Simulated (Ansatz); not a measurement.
# 1T-NiSSe monolayer in a perpendicular field, part 2 of 2

Aim: how the 1T-NiSSe monolayer screens a field along its normal, and what the field does to its bands. A positive field points along +c.

Ansatz 0.2.0; plane-wave DFT, PBE-D3(BJ), Ansatz PAW (set soft_1); PAW set soft_1.

So far. Step 2 (Relaxing the slab): The lattice constant a goes from 3.450 to 3.405 Å.

## 3. Atoms held, field 0

A sawtooth potential applies the field, turning back in the middle of the vacuum. With the dipole correction the typed value is the field outside the slab. The induced dipole is small, so the SCF threshold is tight.

The cell differs from the one that the last finished run ended in (c 35.221 → 20.438 Å).

input.yaml

```yaml
crystal:
  lattice:
    - [3.4046312185, 0.0, 0.0]
    - [-1.7023156093, 2.9484971258, 0.0]
    - [0.0, 0.0, 20.4381420023]
  atoms:
    - { symbol: Se, position: [0.6666666667, 0.3333333333, 0.4403531397] }
    - { symbol: Ni, position: [0.0, 0.0, 0.5039652155] }
    - { symbol: S, position: [0.3333333333, 0.6666666667, 0.5596468603] }
kpoints:
  mp_grid: { grid: [18, 18, 1] }
  band_path:
    path: [[0, 0, 0], [0.5, 0, 0], [0.33333333, 0.33333333, 0], [0, 0, 0]]
    npoints: 16
hamiltonian:
  xc: pbe
  dispersion: d3bj
  pseudopotentials: { kind: paw, azcp: { folder: soft_1 } }
scf:
  occupations: { method: fermi_dirac, width: 0.02585 }
  convergence: { dr2_threshold: 1.0e-10 }
efield:
  axis: 3
  dipole_correction: true
  ramp_position: 0.97
  ramp_width: 0.06
  amplitude: 0
output:
  dos: { projected: true, e_range: [-6, 5] }
  write_potential: true
  write_density: true
  volumetric_format: npy
  elf: true
```

On the command line:

```bash
> ansatz run input.yaml --threads 2 --pin off --max-ram 3072MiB --backend cpu --events-out ev --progress --plain --runs-dir out
```

Numbers of over 12 decimals in the logs are rounded to 6 here.

Output:

```text
[...]
Crystal: 3 atoms, lattice volume = 205.169 Å³
Basis set: ecut = 420 eV, 4005 PW (Γ)
Bands: 24, of which v1, the nominal top of the filled ones, is band 20 counted from 1 (19 counted from 0)
Symmetry: 6 space group operations
[...]
k-points: 37 of 324 (time reversal used)
[...]
SCF iter   1: F=—  HF=-12213.150575 eV  |F-HF|=—  |Δ(HF+E_count)|=         —  Δρ=4.94e-2  dr2=7.67e0  ethr=3.10e-3  p=-0.000 e·Å  D=-3.82e-7 V/Å  ΔV_dip=0.00 eV  dr2_dipole=3.88e-1  V_vac-E_F(+/−)=6.49/6.49 eV  ⟨swp⟩=10.6  Hψ=5571  notcnv=0
efield: sawtooth ramp at fractional position 0.9700 (set: `efield.ramp_position`, or a place that a band, a saddle search or an elastic batch's reference lends), width 0.0600; the density the first Hamiltonian is built on has a dipole p = -0.000 e·Å; the dipole correction subtracts the counter field D = -3.82e-7 V/Å, which shifts the + side's vacuum level by +0.00 eV against the − side's; the planar-averaged density in the ramp window peaks in size at 6.0e-6 e/Å³
[...]
SCF iter   2: F=—  HF=-12215.346909 eV  |F-HF|=—  |Δ(HF+E_count)|=    2.20e0  Δρ=1.32e-1  dr2=3.38e1  ethr=3.10e-3  p=-0.109 e·Å  D=-9.64e-2 V/Å  ΔV_dip=1.97 eV  dr2_dipole=5.13e-1  V_vac-E_F(+/−)=4.30/2.33 eV  ⟨swp⟩=5.0  Hψ=2595  notcnv=0  recentre
[...]
SCF iter  15: F=-12212.311567 eV  HF=-12212.311567 eV  |F-HF|=9.28e-11  |Δ(HF+E_count)|=  5.71e-10  Δρ=8.95e-8  dr2=4.12e-11  ethr=1.00e-12  p=-0.041 e·Å  D=-3.66e-2 V/Å  ΔV_dip=0.75 eV  dr2_dipole=6.73e-12  V_vac-E_F(+/−)=5.55/4.80 eV  ⟨swp⟩=4.4  Hψ=2770  notcnv=0
SCF 1 converged in 15 iterations: F = -12212.311567 eV  dr2 = 4.12e-11
[...]
NSCF: frozen V_eff on 49 k-points
efield: sawtooth ramp at fractional position 0.9700 (kept from the solve that this one continues, or follows in the run), width 0.0600; the density the first Hamiltonian is built on has a dipole p = -0.041 e·Å; the dipole correction subtracts the counter field D = -3.66e-2 V/Å, which shifts the + side's vacuum level by +0.75 eV against the − side's; the planar-averaged density in the ramp window peaks in size at 6.9e-6 e/Å³
[...]
SCF converged after 15 iterations
Free energy (F): -12212.311567 eV
[...]
Internal energy: -12212.311471 eV  (E = F + TS)
E sigma→0 (E₀):  -12212.311519 eV
Entropy (-TS):   -0.000097 eV (-0.032 meV/atom)
Fermi energy:    -1.273451 eV
Dipole field:    D = -0.036587 V/Å  (p = -0.041484 e·Å, saw-weighted, corrected)
Work function:   Φ+ = 5.5491 eV   Φ− = 4.8013 eV
Levels:          The Fermi level and band energies are counted from a zero that moves with the ramp; work functions are not
[...]
--- Band table (eV; the first three rows and the last of 37) ---
  k-point 0: bands = [... 16 lower, -3.1256, -2.2837, -1.3827, -1.3827, 0.3441, 0.3441, 2.9804, 3.7880]
  k-point 1: bands = [... 16 lower, -3.1441, -2.2491, -1.5443, -1.4285, 0.1469, 0.3169, 3.0408, 3.8514]
  k-point 2: bands = [... 16 lower, -3.2271, -2.2086, -1.8478, -1.5668, -0.3227, 0.2530, 3.2087, 4.0098]
  k-point 36: bands = [... 16 lower, -4.5152, -3.7149, -3.1173, -2.9285, -1.0451, -0.5828, 4.9473, 6.5342]
```

The job ended after 14 s (2 threads of Arm Neoverse V2, shared host; peak memory 0.52 GiB; 29 s of CPU time).

Numbers from this step:

* dipole along the normal: -0.04148 e·Å
* gap along the path: 0.2492 eV
* smallest direct gap along the path: 0.8375 eV
* step between the vacuum levels: 0.7478 eV
* ionisation energy, upper face: 5.658 eV
* electron affinity, upper face: 5.409 eV
* ionisation energy, lower face: 4.910 eV
* gap, the smaller of path and mesh: 0.2492 eV

Running mean over a fixed 2.7 Å (it still follows the layers) of the planar mean; the ramp of the sawtooth is left out. The electron's electrostatic potential energy less the Fermi level by z:

```csv
z (Å),electron's electrostatic potential energy less the Fermi level (eV)
3.0,4.80
3.5,4.80
4.0,4.80
4.5,4.80
5.0,4.80
5.5,4.79
6.0,4.75
6.5,4.57
7.0,3.84
7.5,2.40
8.0,0.824
8.5,-1.25
9.0,-3.01
9.5,-4.63
10.0,-5.81
10.5,-6.42
11.0,-5.50
11.5,-3.57
12.0,-1.66
12.5,0.865
13.0,3.29
13.5,4.95
14.0,5.42
14.5,5.52
15.0,5.54
15.5,5.55
16.0,5.55
16.5,5.55
17.0,5.55
17.5,5.55
```

The density of states has structure finer than the step of the table below, so its rows give means over 0.25 eV, whole bins alone (the curve runs from -6 to 2.13 eV). Peaks (eV: height): -5.060: 10.5, -4.760: 7.33, -4.100: 8.32, -3.850: 7.56, -2.330: 19.1, -2.030: 7.14, 0.950: 9.71.

The density of states by energy, zero at the Fermi level of the run, which the smearing sets inside the gap; means over each step:

```csv
energy (eV),density of states (states/eV a cell)
-5.75,1.33
-5.50,0.912
-5.25,3.63
-5.00,4.42
-4.75,2.92
-4.50,1.46
-4.25,4.75
-4.00,3.98
-3.75,3.51
-3.50,2.22
-3.25,2.83
-3.00,3.38
-2.75,2.51
-2.50,3.56
-2.25,7.03
-2.00,5.05
-1.75,2.87
-1.50,3.52
-1.25,2.48
-1.00,2.24
-0.75,1.59
-0.50,1.51
-0.25,0.559
0.00,0.0198
0.25,2.36
0.50,2.93
0.75,2.76
1.00,4.07
1.25,2.72
1.50,0.942
1.75,0.0116
2.00,0
```

Projected DOS per atom over height of the atomic layer and energy from the Fermi level. Layers: Se Ni S from below.

Ten even steps from '0' (0.00 states/eV) to '9' (3.86 states/eV), each cell a mean:
```
000
000
212
323
222
000
000
102
112
132
151
291
181
151
141
131
262
151
122
424
111
101
```
Columns: height of the atomic layer (Å) from 9 to 11.4 (not evenly spaced); rows upwards: energy from the Fermi level (eV) from -5.96 to 2.05.

Electronic bands along the path, in eV, zero at the Fermi level of the run, which the smearing sets inside the gap:

```csv
point,band 17,band 18,band 19,band 20,band 21,band 22,band 23,band 24
Γ,-1.85,-1.01,-0.11,-0.11,1.62,1.62,4.25,5.06
halfway,-2.31,-1.52,-0.98,-0.84,0.22,1.39,5.18,5.74
M,-2.54,-2.32,-2.20,-1.97,0.92,1.35,4.64,6.36
halfway,-2.72,-2.37,-1.98,-1.63,0.51,0.90,5.69,7.42
K,-3.24,-2.44,-1.84,-1.66,0.23,0.69,6.22,7.81
halfway,-2.33,-1.64,-1.56,-0.66,0.47,0.77,5.52,6.22
Γ,-1.85,-1.01,-0.11,-0.11,1.62,1.62,4.25,5.06
```

ELF in the ca plane at fractional y = 0.000, with atoms of Ni within 0.2 Å of it. It is the smooth field of the valence electrons, not physical close to the nuclei.

Ten even steps from '0' (0.00) to '9' (0.96), each cell a mean:
```
00000000000000000001112685211000000000000000
00000000000000000112331222132100000000000000
00000000000000001345664212466531000000000000
00000000000000013577765324677753100000000000
00000000000000014677765324677764200000000000
00000000000000012466765223677642100000000000
00000000000000000234542111344310000000000000
00000000000000000001221353121100000000000000
00000000000000000000112797211000000000000000
```
Columns run along c (16.0 Å, from fractional 0.08 to 0.86 of the cell), rows up along a (3.4 Å). Atoms in or near the plane, at fractional coordinates: Ni at (0.50, 0.00).

Valence density in the ca plane at fractional y = 0.000, with atoms of Ni within 0.2 Å of it. It is the smooth field of the valence electrons, not physical close to the nuclei.

Ten steps, logarithmic in the rise over the least value, from '0' (0 e/Å³) to '9' (47 e/Å³), each cell a mean:
```
00000000000000000000013786200000000000000000
00000000000000000000011343100000000000000000
00000000000000000000111111110000000000000000
00000000000000000001111001111000000000000000
00000000000000000001111001111000000000000000
00000000000000000000111101111000000000000000
00000000000000000000011121100000000000000000
00000000000000000000012565200000000000000000
00000000000000000000013897300000000000000000
```
Columns run along c (16.0 Å, from fractional 0.08 to 0.86 of the cell), rows up along a (3.4 Å). Atoms in or near the plane, at fractional coordinates: Ni at (0.50, 0.00).

Electrostatic potential energy in the ca plane at fractional y = 0.000, with atoms of Ni within 0.2 Å of it. With pseudopotentials it is smooth inside the atoms' cores, unlike the true potential.

Values in eV, 5 rows by 16 columns, each cell a mean:
```
  4   4   4   4   3   2  -5 -12  -7   3   4   4   4   4   4   4
  4   4   4   4   3   0  -4  -5  -3   2   4   4   4   4   4   4
  4   4   4   4   3  -2  -8  -1  -4   0   4   4   4   4   4   4
  4   4   4   4   3   1  -3  -9  -3   2   4   4   4   4   4   4
  4   4   4   4   3   3  -6  -8  -9   3   4   4   4   4   4   4
```
Columns run along c (16.0 Å, from fractional 0.14 to 0.92 of the cell; values clipped at the 3rd and 97th percentile), rows up along a (3.4 Å). Atoms in or near the plane, at fractional coordinates: Ni at (0.50, 0.00).

The gap is 0.25 eV, with the valence edge 5.66 eV and the conduction edge 5.41 eV under the upper vacuum level.

## 4. Single point, field 0.1 V/Å

Changes to input.yaml since step 3:

```diff
@@ -24,7 +24,6 @@
   dipole_correction: true
-  ramp_position: 0.97
-  ramp_width: 0.06
-  amplitude: 0
+  ramp_position: 0.9388
+  ramp_width: 0.115
+  amplitude: 0.1
 output:
-  dos: { projected: true, e_range: [-6, 5] }
   write_potential: true
@@ -32,2 +31 @@
   volumetric_format: npy
-  elf: true
```

Output:

```text
[...]
Crystal: 3 atoms, lattice volume = 205.169 Å³
Basis set: ecut = 420 eV, 4005 PW (Γ)
Bands: 24, of which v1, the nominal top of the filled ones, is band 20 counted from 1 (19 counted from 0)
Symmetry: 6 space group operations
[...]
k-points: 37 of 324 (time reversal used)
[...]
--- Band table (eV; the first three rows and the last of 37) ---
  k-point 0: bands = [... 16 lower, -3.1305, -2.2773, -1.3807, -1.3807, 0.3449, 0.3449, 2.7539, 3.7809]
  k-point 1: bands = [... 16 lower, -3.1481, -2.2443, -1.5417, -1.4265, 0.1478, 0.3177, 2.8115, 3.8432]
  k-point 2: bands = [... 16 lower, -3.2288, -2.2097, -1.8418, -1.5649, -0.3215, 0.2539, 2.9751, 4.0153]
  k-point 36: bands = [... 16 lower, -4.5098, -3.7128, -3.1178, -2.9253, -1.0442, -0.5818, 4.9384, 6.4926]
[key lines of the parts left out:]
SCF converged after 14 iterations
Free energy (F): -12212.308730 eV
Fermi energy:    -1.271850 eV
Dipole field:    D = -0.013451 V/Å  (p = -0.015251 e·Å, saw-weighted, corrected)
```

Run time: 14 s. Hardware: 2 threads; peak memory 0.49 GiB; 28 s of CPU time.

The dipole is -0.0153 e·Å, 0.0262 e·Å from its value without field, and the gap 0.248 eV.

## 5. Single point, field -0.1 V/Å

Changes to input.yaml since step 4:

```diff
@@ -26,3 +26,3 @@
   ramp_width: 0.115
-  amplitude: 0.1
+  amplitude: -0.1
 output:
```

Output:

```text
[...]
Crystal: 3 atoms, lattice volume = 205.169 Å³
Basis set: ecut = 420 eV, 4005 PW (Γ)
Bands: 24, of which v1, the nominal top of the filled ones, is band 20 counted from 1 (19 counted from 0)
Symmetry: 6 space group operations
[...]
k-points: 37 of 324 (time reversal used)
[...]
--- Band table (eV; the first three rows and the last of 37) ---
  k-point 0: bands = [... 16 lower, -3.1165, -2.2857, -1.3803, -1.3803, 0.3477, 0.3477, 3.1648, 3.5771]
  k-point 1: bands = [... 16 lower, -3.1359, -2.2495, -1.5423, -1.4261, 0.1504, 0.3205, 3.2295, 3.6327]
  k-point 2: bands = [... 16 lower, -3.2210, -2.2031, -1.8493, -1.5643, -0.3194, 0.2565, 3.4059, 3.7821]
  k-point 36: bands = [... 16 lower, -4.5162, -3.7126, -3.1124, -2.9273, -1.0415, -0.5794, 4.9594, 6.5761]
[key lines of the parts left out:]
SCF converged after 14 iterations
Free energy (F): -12212.317027 eV
Fermi energy:    -1.270645 eV
Dipole field:    D = -0.059705 V/Å  (p = -0.067696 e·Å, saw-weighted, corrected)
```

Wall time 15 s (2 threads); peak memory 0.49 GiB.

The dipole is -0.0677 e·Å, -0.0262 e·Å from its value without field, and the gap 0.250 eV.

## 6. Response, atoms held

This step: plane-wave DFT, PBE-D3(BJ), Ansatz PAW (set soft_1); response to a field along the normal, atoms held; PAW set soft_1 (Ansatz 0.2.0).

The dipoles give the slope, and the difference of two potentials shows where the field is screened.

Numbers from this step:

- equivalent conductor thickness p/(ε₀AE): 4.727 Å
- distance between the outer atoms: 2.438 Å

Dipole of the cell against applied field:

```csv
applied field (V/Å),dipole of the cell (e·Å)
-0.1000,-0.0677
0.0000,-0.0415
0.1000,-0.0153
```

Local field over the applied field, running mean. From the potentials at -0.1 and 0.1 V/Å; running mean over 2.5 Å. Table of local field over applied field by z:

```csv
z (Å),local field over applied field
4.12,0.999
4.54,0.997
4.97,0.993
5.39,0.984
5.82,0.965
6.24,0.926
6.67,0.853
7.10,0.737
7.52,0.596
7.95,0.445
8.37,0.297
8.80,0.168
9.23,0.0769
9.65,0.0297
10.08,0.0140
10.36,0.0170
10.79,0.0429
11.21,0.108
11.64,0.215
12.06,0.353
12.49,0.505
12.92,0.655
13.34,0.791
13.77,0.891
14.19,0.950
14.62,0.978
15.04,0.991
15.47,0.996
15.90,0.998
16.32,0.999
```

Electrons, planar mean, per unit field. The induced electron density by z:

```csv
z (Å),induced electron density (e/Å³ per V/Å)
4.12,5.2e-6
4.54,1.3e-5
4.97,3.1e-5
5.39,7.4e-5
5.82,1.7e-4
6.24,3.7e-4
6.67,7.9e-4
7.10,0.00157
7.52,0.00275
7.95,0.00347
8.37,0.00211
8.80,9.6e-4
9.23,6.7e-4
9.65,1.9e-4
10.08,-1.6e-4
10.36,-2.5e-4
10.79,-8.0e-5
11.21,-8.6e-4
11.64,-0.00102
12.06,-0.00285
12.49,-0.00353
12.92,-0.00235
13.34,-0.00120
13.77,-5.5e-4
14.19,-2.4e-4
14.62,-1.0e-4
15.04,-4.2e-5
15.47,-1.7e-5
15.90,-6.4e-6
16.32,-2.5e-6
```

The smaller of the gaps on the path and on the k-mesh, counted as 0 under 0.03 eV. Table of gap by applied field:

```csv
applied field (V/Å),gap (eV)
-0.1000,0.250
0.0000,0.249
0.1000,0.248
```

By hand: between -0.1 and 0.1 V/Å the dipole changes by 0.05244 e·Å, a slope of 0.2622 e·Å²/V. A perfect conductor of thickness t has p = ε₀AEt, so t = 180.95 × 0.2622 / 10.039 = 4.73 Å (e/ε₀ = 180.95 V·Å, A in Å²).

The induced dipole is that of a conductor 4.73 Å thick.

## 7. Summary of results

```
gap without field                          : 0.249 eV
ionisation energy, upper face              : 5.66 eV
electron affinity, upper face              : 5.41 eV
step between the vacuum levels             : 0.748 eV
equivalent conductor thickness, atoms held : 4.73 Å
```

What this shows: The induced dipole equals that of a perfect conductor 4.73 Å thick, while the outer atoms lie 2.44 Å apart; an out-of-plane ε follows only once a thickness t is chosen, by 1 − 1/ε = 4.73 Å / t. The two faces differ: the vacuum level above lies 0.75 eV higher than the one below. The gap stays within 0.01 eV of 0.25 eV over the fields run, up to 0.1 V/Å in size. Semilocal functionals give gaps that are too small, and excitons are not included. The main runs have no spin polarisation; a magnetic state could lie lower and would change these results. Spin-orbit coupling is left out.

[Logs are printed without paths, hosts, clocks, repeated set-up lines and the standing remarks that a program may print on its own settings, such as how far it seeks lower states.]

[Hosts, paths, dates, database ids (printed as entryN), source tags and the programs' standing remarks are cut or masked in the printed files.]

[Maps of the electrostatic potential energy from Ansatz leave out the sawtooth potential of an applied field or a dipole correction, so their vacuum need not be flat; planar profiles and work functions include it.]

[The density of states shown here was stored with 400 of the rows of the run's finer table, so its peaks can read low, often by over a quarter, or be missed, and its means over a window can be off by a tenth or more.]
